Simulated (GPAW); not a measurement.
## ZnBr2 (R-3m): one start, several treatments of the self-energy

Aim: compare treatments of exchange, screening and correlation for the gap of ZnBr2 (R-3m).

Main program and level: GPAW 26.7.0; LDA and many-body steps on it, plane waves.

## Step 1: Set-up

Symmetry: R-3m, No. 166, trigonal system. The conventional cell has a = 3.809 Å, b = 3.809 Å, c = 22.056 Å, α = 90.00°, β = 90.00°, γ = 120.00°. Nearest to Zn lie 6 Br at 2.65 Å. Nearest to Br lie 3 Zn at 2.65 Å. Farther neighbours and most contacts between anions are not listed.

Coordinates:

```
Zn Br
1.0
     1.90429    1.09944    7.35205
    -1.90429    1.09944    7.35205
     0.00000   -2.19889    7.35205
Zn Br
1 2
Direct
  0.00000 0.00000 0.00000
  0.26632 0.26632 0.26632
  0.73368 0.73368 0.73368
```

The cell and positions are those that the Materials Project relaxed with its own functionals (PBE, PBE+U or r2SCAN), kept fixed.

## Step 2: Empty states on the mesh, 4×4×4 mesh, 219 bands

This step: GPAW 26.7.0; DFT, LDA, plane waves, PAW.

The sums over transitions need many empty states on a uniform mesh; this step solves for them.

The input, run.py:

```python
import json
import numpy as np
from gpaw.mpi import world
from gpaw import GPAW

calc = GPAW('gs.gpw').fixed_density(kpts={'size': (4, 4, 4), 'gamma': True},
    nbands=255,
    convergence={'bands': 219},
    txt='nscf.txt')
calc.write('full.gpw', mode='all')
res = {}
kpts = calc.get_ibz_k_points()
res['kpts'] = kpts
res['eigenvalues'] = [calc.get_eigenvalues(kpt=k) for k in range(len(kpts))]
res['n_electrons'] = calc.get_number_of_electrons()

if world.rank == 0:
    with open('result.json', 'w') as f:
        json.dump(res, f, default=lambda x: x.tolist())
```

On the command line:

```console
$ mpirun -n 4 gpaw python run.py
```

Numbers of over 12 decimals in the logs are rounded to 6 here.

Output:

```text
Diagonalizing LCAO Hamiltonian
Converting LCAO to pw mode
convergence criteria:
- Maximum integral of absolute [eigenst]ate change: 4e-08 eV^2 / valence electron
maximum number of iterations: 100

SCF iterations
|iter     |     time |      energy | eigst |  dens |
|iter:   1|  |             | +4.73 |       |
|iter:   2|  |             | +3.50 |       |
|iter:   3|  |             | +2.37 |       |
[...]
|iter:  14|  |             | -6.73 |       |
|iter:  15|  |             | -7.13 |       |
|iter:  16|  |             | -7.52c|       |
SCF steps: 16
  __  _  _
 | _ |_)|_||  |
 |__||  | ||/\| - 26.7.0

Input parameters:
  mode=PW(ecut=600.0),
  convergence={'bands': 219},
  gpts=array([45, 45, 45]),
  kpts=MonkhorstPack(size=(4, 4, 4), gamma=True),
  maxiter=100,
  nbands=255,
  occupations=Occupations(name='fermi-dirac', width=0.001, fixmagmom=False),
  parallel={},
  xc=XC(name='LDA')
# Writing to full.gpw (mode='all')
  [... matrices ...]

timing:  # [seconds]
  Total: 0.073  # ━━━━━━━━━━━━━━━━━━━━━━━━━━━━━━━━━━━━━━━━━━━━━━━━━━━━━━━━━━━
```

The job ended after 4.2 min (4 MPI ranks of Arm Neoverse V2, shared host; peak memory 1.4 GiB; 17 min of CPU time).

This step gave:

```
gap                                                           : 3.020 eV
k of the valence top                                          : 0.5, 0.5, 0.5
k of the conduction bottom                                    : 0, 0, 0
least direct gap                                              : 3.028 eV
k points computed                                             : 13
lowest point of the top converged band, above the valence top : 95.2373 eV
```

On this mesh the gap is 3.020 eV.

## Step 3: G0W0, Godby-Needs plasmon pole

Now the one-shot GW correction: screening in the RPA, then the self-energy of the levels asked for.

This step: G0W0 on LDA, plane waves, PAW.

The input, run.py:

```python
import json
import numpy as np
from gpaw.mpi import world
from gpaw.response.g0w0 import G0W0

gw = G0W0('full.gpw',
    filename='gw',
    kpts=[0, 12],
    bands=(11, 15),
    ecut=60,
    nbands=97,
    integrate_gamma='WS',
    ppa=True)
gw.calculate()
res = {mode: {k: v for k, v in r.items() if k != 'sigma_eskwn'}
       for mode, r in gw.all_results.items()}

if world.rank == 0:
    with open('result.json', 'w') as f:
        json.dump(res, f, default=lambda x: x.tolist())
```

On the command line:

```console
$ mpirun -n 4 gpaw python run.py
```

Output:

```text
Using integrator: PointIntegrator
FrequencyGridDescriptor(from 0.000+0.000j to 0.000+27.211j eV, 2 points)
Nonperiodic BCs:  [False False False]
Using integrator: PointIntegrator
FrequencyGridDescriptor(from 0.000+0.000j to 0.000+27.211j eV, 2 points)
Nonperiodic BCs:  [False False False]
  ___  _ _ _
 |   || | | |
 | | || | | |
 |__ ||_____|
 |___|

BZ k-points: Symmetries present (total): 12

  [... matrices ...]
64 k-points: 4 x 4 x 4 Monkhorst-Pack grid + [1/8,1/8,1/8]
13 k-points in the irreducible part of the Brillouin zone
       k-points in crystal coordinates                weights
   0:     0.00000000    0.00000000    0.00000000          1/64
   1:     0.25000000    0.00000000   -0.25000000          6/64
   2:     0.25000000    0.00000000    0.00000000          6/64
   3:     0.25000000    0.25000000   -0.25000000          6/64
   4:     0.25000000    0.25000000    0.00000000          6/64
   5:     0.25000000    0.25000000    0.25000000          2/64
   6:     0.50000000    0.00000000    0.00000000          3/64
   7:     0.50000000    0.25000000   -0.25000000          6/64
   8:     0.50000000    0.25000000    0.00000000         12/64
   9:     0.50000000    0.25000000    0.25000000          6/64
          ...
  12:     0.50000000    0.50000000    0.50000000          1/64

Distributing spins, k-points and bands (1 x 2 x 4) over 4 processes
Number of blocks: 1

Quasi particle states:
k-points (IBZ indices): [0, 12]
Band range: (11, 15)
  [... matrices ...]
Computational parameters:
Plane wave cut-off: 60 eV
Number of bands: 97
Coulomb cutoff: None
Broadening: 0.1 eV

fxc modes: GW
Kernel: RPA
Using Godby-Needs plasmon-pole approximation:
  Fitting energy: i*E0, E0 = 1.000 Hartree
Summing all q:

Calculating screened Coulomb potential
No Coulomb truncation
FrequencyGridDescriptor(from 0.000+0.000j to 0.000+27.211j eV, 2 points)
Removing empty qpoint cache files...

Calculating chi0 body with:
    Ground state adapter containing:
    Number of spins: 1
    Number of kpoints: 64
    Number of irreducible kpoints: 13
    Number of completely occupied states: 13
    Number of partially occupied states: 13
    Occupied states memory: 18.075943 M / cpu

    Linear response parametrization:
    q_c: [0.0, 0.0, 0.0]
    Number of frequency points: 2
    Planewave cutoff: 60.0
    Number of bands: 97
    Number of planewaves: 99
    Broadening (eta): 1e-06
    comm.size: 4
    kncomm.size: 4
    blockcomm.size: 1

    Memory estimate of potentially large arrays:
        chi0_wGG: 0.299103 M / cpu
Integrating chi0 body.

Symmetries of q_c:
    Direct symmetries (Uq -> q): 12
    Indirect symmetries (TUq -> q): 0
In total 12 allowed symmetries.

  [... matrices ...]
13 groups of equivalent kpoints. 79.6875% reduction.

Integral kind: response function
Integrating chi0 head and wings.

Symmetries of q_c:
    Direct symmetries (Uq -> q): 12
    Indirect symmetries (TUq -> q): 0
In total 12 allowed symmetries.

  [... matrices ...]
13 groups of equivalent kpoints. 79.6875% reduction.

Integral kind: response function wings

Calculating chi0 body with:
    Ground state adapter containing:
    Number of spins: 1
    Number of kpoints: 64
    Number of irreducible kpoints: 13
    Number of completely occupied states: 13
    Number of partially occupied states: 13
    Occupied states memory: 18.075943 M / cpu

[... the further q-points ...]

Results:
f:      Occupation numbers
eps:     KS-eigenvalues [eV]
vxc:     KS vxc [eV]
exx:     Exact exchange [eV]
sigma:   Self-energies [eV]
dsigma:  Self-energy derivatives
Z:       Renormalization factors
qp:      QP-energies [eV]

k-point 0 (0): (0.000, 0.000, 0.000)                GW
band       f     eps     vxc     exx   sigma  dsigma       Z      qp
                                                                   GW
  11   1.000  -0.205 -19.078 -22.604   2.595  -0.247   0.802  -0.951
  12   1.000  -0.205 -19.078 -22.604   2.595  -0.247   0.802  -0.951
  13   0.000   2.823 -13.332  -8.934  -2.849  -0.199   0.834   4.115
  14   0.000   5.148 -11.160  -6.318  -3.414  -0.197   0.836   6.341

k-point 1 (12): (0.500, 0.500, 0.500)                GW
band       f     eps     vxc     exx   sigma  dsigma       Z      qp
                                                                   GW
  11   1.000  -0.197 -19.096 -22.617   2.593  -0.247   0.802  -0.940
  12   1.000  -0.197 -19.096 -22.617   2.593  -0.247   0.802  -0.940
  13   0.000   3.422 -15.352 -10.589  -2.937  -0.213   0.825   4.928
  14   0.000   5.050 -11.106  -6.366  -3.352  -0.194   0.837   6.212
```

Elapsed: 4 min, on 4 MPI ranks; peak memory 2.8 GiB; 16 min of CPU time.

Numbers from this step:

```
G0W0 gap on the points computed              : 5.055 eV
least direct G0W0 gap on the computed points : 5.066 eV
Z at the valence top                         : 0.8018
Z at the conduction bottom                   : 0.8339
starting gap on the mesh                     : 3.020 eV
k of the valence top                         : 0.5, 0.5, 0.5
k of the conduction bottom                   : 0, 0, 0
```

The gap on the mesh goes from 3.02 eV to 5.06 eV, a correction of +2.04 eV.

## Step 4: One-shot HSE06

This step: one-shot HSE06 levels on LDA orbitals, plane waves, PAW.

The input, run.py:

```python
import json
import numpy as np
from gpaw.mpi import world
from gpaw.hybrids.eigenvalues import non_self_consistent_eigenvalues

dft, vxc, vxc_hyb = non_self_consistent_eigenvalues('full.gpw', 'HSE06', 11, 15, kpt_indices=[0, 12])
res = {'dft': dft[0], 'hybrid': (dft - vxc + vxc_hyb)[0]}
if world.rank == 0:
    with open('hybrid.txt', 'w') as f:
        for k, e0, e1 in zip([0, 12], res['dft'], res['hybrid']):
            print(k, ' '.join(f'{x:9.4f}' for x in e0), '|', ' '.join(f'{x:9.4f}' for x in e1), file=f)

if world.rank == 0:
    with open('result.json', 'w') as f:
        json.dump(res, f, default=lambda x: x.tolist())
```

On the command line:

```console
$ mpirun -n 4 gpaw python run.py
```

Output:

```text
builder.py:213: UserWarning: The angles between your unit-cell vectors are 28.7, 28.7 and 28.7 degrees.  Results may be wrong!  Please Niggli-reduce your unit-cell so that the angles are closer to 90 degrees:

  from ase.build import niggli_reduce
  niggli_reduce(atoms)
  [... matrices ...]
  warnings.warn(
builder.py:213: UserWarning: The angles between your unit-cell vectors are 28.7, 28.7 and 28.7 degrees.  Results may be wrong!  Please Niggli-reduce your unit-cell so that the angles are closer to 90 degrees:

  from ase.build import niggli_reduce
  niggli_reduce(atoms)
  [... matrices ...]
  warnings.warn(
builder.py:213: UserWarning: The angles between your unit-cell vectors are 28.7, 28.7 and 28.7 degrees.  Results may be wrong!  Please Niggli-reduce your unit-cell so that the angles are closer to 90 degrees:

  from ase.build import niggli_reduce
  niggli_reduce(atoms)
  [... matrices ...]
  warnings.warn(
builder.py:213: UserWarning: The angles between your unit-cell vectors are 28.7, 28.7 and 28.7 degrees.  Results may be wrong!  Please Niggli-reduce your unit-cell so that the angles are closer to 90 degrees:

  from ase.build import niggli_reduce
  niggli_reduce(atoms)
  [... matrices ...]
  warnings.warn(
IBZ(<points: 13, symmetries: 12>)
Occupied bands: 13
Transforming wave functions from IBZ to BZ: 0.050 seconds
Distributing wave functions and iFFT-ing to real space: 0.547 seconds
Calculating eigenvalues:
  k-points: 2
  Bands: 11-14 (inclusive)
  Seconds: 2.958 (wave-function broadcasting: 0.010 seconds)
HSE06-eigenvalue shifts:
  min: -0.642 eV
  ave: 0.097 eV
  max: 0.851 eV
```

Elapsed: 6.7 s, on 4 MPI ranks; peak memory 2.1 GiB.

This step gave:

* starting gap on the mesh: 3.020 eV
* hybrid gap on the mesh: 4.476 eV
* least direct hybrid gap on the computed points: 4.485 eV

## Step 5: G0W0, extrapolated in the cutoff

This step: G0W0 on LDA, plane waves, PAW.

The input, run.py:

```python
import json
import numpy as np
from gpaw.mpi import world
from gpaw.response.g0w0 import G0W0

gw = G0W0('full.gpw',
    filename='gw',
    kpts=[0, 12],
    bands=(11, 15),
    ecut=100.0,
    integrate_gamma='WS',
    ppa=True,
    ecut_extrapolation=True)
gw.calculate()
res = {mode: {k: v for k, v in r.items() if k != 'sigma_eskwn'}
       for mode, r in gw.all_results.items()}

if world.rank == 0:
    with open('result.json', 'w') as f:
        json.dump(res, f, default=lambda x: x.tolist())
```

On the command line:

```console
$ mpirun -n 4 gpaw python run.py
```

Output:

```text
Using integrator: PointIntegrator
FrequencyGridDescriptor(from 0.000+0.000j to 0.000+27.211j eV, 2 points)
Nonperiodic BCs:  [False False False]
Using integrator: PointIntegrator
FrequencyGridDescriptor(from 0.000+0.000j to 0.000+27.211j eV, 2 points)
Nonperiodic BCs:  [False False False]
  ___  _ _ _
 |   || | | |
 | | || | | |
 |__ ||_____|
 |___|

BZ k-points: Symmetries present (total): 12

  [... matrices ...]
64 k-points: 4 x 4 x 4 Monkhorst-Pack grid + [1/8,1/8,1/8]
13 k-points in the irreducible part of the Brillouin zone
       k-points in crystal coordinates                weights
   0:     0.00000000    0.00000000    0.00000000          1/64
   1:     0.25000000    0.00000000   -0.25000000          6/64
   2:     0.25000000    0.00000000    0.00000000          6/64
[...]
9:     0.50000000    0.25000000    0.25000000          6/64
          ...
  12:     0.50000000    0.50000000    0.50000000          1/64

Distributing spins, k-points and bands (1 x 2 x 4) over 4 processes
Number of blocks: 1

Quasi particle states:
k-points (IBZ indices): [0, 12]
Band range: (11, 15)
  [... matrices ...]
Computational parameters:
Extrapolating to infinite plane wave cut-off using points at:
  86.177 eV
  92.448 eV
  100.000 eV
Number of bands: 209
Coulomb cutoff: None
Broadening: 0.1 eV

fxc modes: GW
Kernel: RPA
Using Godby-Needs plasmon-pole approximation:
  Fitting energy: i*E0, E0 = 1.000 Hartree
Summing all q:

Calculating screened Coulomb potential
No Coulomb truncation
FrequencyGridDescriptor(from 0.000+0.000j to 0.000+27.211j eV, 2 points)
Removing empty qpoint cache files...

Calculating chi0 body with:
    Ground state adapter containing:
    Number of spins: 1
    Number of kpoints: 64
    Number of irreducible kpoints: 13
[...]
chi0_wGG: 1.257599 M / cpu
Integrating chi0 body.

Symmetries of q_c:
    Direct symmetries (Uq -> q): 12
    Indirect symmetries (TUq -> q): 0
In total 12 allowed symmetries.

  [... matrices ...]
13 groups of equivalent kpoints. 79.6875% reduction.

Integral kind: response function
Integrating chi0 head and wings.

Symmetries of q_c:
    Direct symmetries (Uq -> q): 12
    Indirect symmetries (TUq -> q): 0
In total 12 allowed symmetries.

  [... matrices ...]
13 groups of equivalent kpoints. 79.6875% reduction.

Integral kind: response function wings

Calculating chi0 body with:
    Ground state adapter containing:
    Number of spins: 1
    Number of kpoints: 64
    Number of irreducible kpoints: 13
    Number of completely occupied states: 13
    Number of partially occupied states: 13
    Occupied states memory: 18.075943 M / cpu

[... the further q-points ...]
Extrapolating selfenergy to infinite energy cutoff:
  Performing linear fit to 3 points
  Warning: Bad quality of linear fit for some (n,k).
           Higher cutoff might be necessary.
  Minimum R^2 = 0.8787. (R^2 Should be close to 1)
  [... matrices ...]
Results:
f:      Occupation numbers
eps:     KS-eigenvalues [eV]
vxc:     KS vxc [eV]
exx:     Exact exchange [eV]
sigma:   Self-energies [eV]
dsigma:  Self-energy derivatives
Z:       Renormalization factors
qp:      QP-energies [eV]

k-point 0 (0): (0.000, 0.000, 0.000)                GW
band       f     eps     vxc     exx   sigma  dsigma       Z      qp
                                                                   GW
  11   1.000  -0.205 -19.078 -22.604   2.084  -0.261   0.793  -1.348
  12   1.000  -0.205 -19.078 -22.604   2.084  -0.261   0.793  -1.349
  13   0.000   2.823 -13.332  -8.934  -3.249  -0.205   0.830   3.777
[...]
k-point 1 (12): (0.500, 0.500, 0.500)                GW
band       f     eps     vxc     exx   sigma  dsigma       Z      qp
                                                                   GW
[...]
13   0.000   3.422 -15.352 -10.589  -3.430  -0.219   0.820   4.515
  14   0.000   5.050 -11.106  -6.366  -3.703  -0.200   0.833   5.914
```

Elapsed: 13 min, on 4 MPI ranks; peak memory 3.4 GiB; 51 min of CPU time.

This step gave:

* quasiparticle gap on the points computed: 5.115 eV
* least direct quasiparticle gap on the computed points: 5.125 eV
* Z at the valence top: 0.7928
* Z at the conduction bottom: 0.8302
* starting gap on the mesh: 3.020 eV
* k of the valence top: 0.5, 0.5, 0.5
* k of the conduction bottom: 0, 0, 0
* gaps at the cutoffs of the extrapolation: 5.069, 5.074, 5.078 eV

Against G0W0 in GPAW (4×4×4 mesh, 97 bands, screening to 60 eV, Godby-Needs plasmon pole), the gap moves by +0.060 eV.

(Continued in part 2 of 2.)

[Paths, hosts, dates, memory and timing lines, banners, echoed tables and standing remarks are left out of the program output.]

[Logs are printed without paths, hosts, clocks, repeated set-up lines and the standing remarks that a program may print on its own settings, such as how far it seeks lower states.]

[Runs of the session that timed out or met a known fault of the program may be left out.]

[Hosts, paths, dates, database ids (printed as entryN), source tags and the programs' standing remarks are cut or masked in the printed files.]
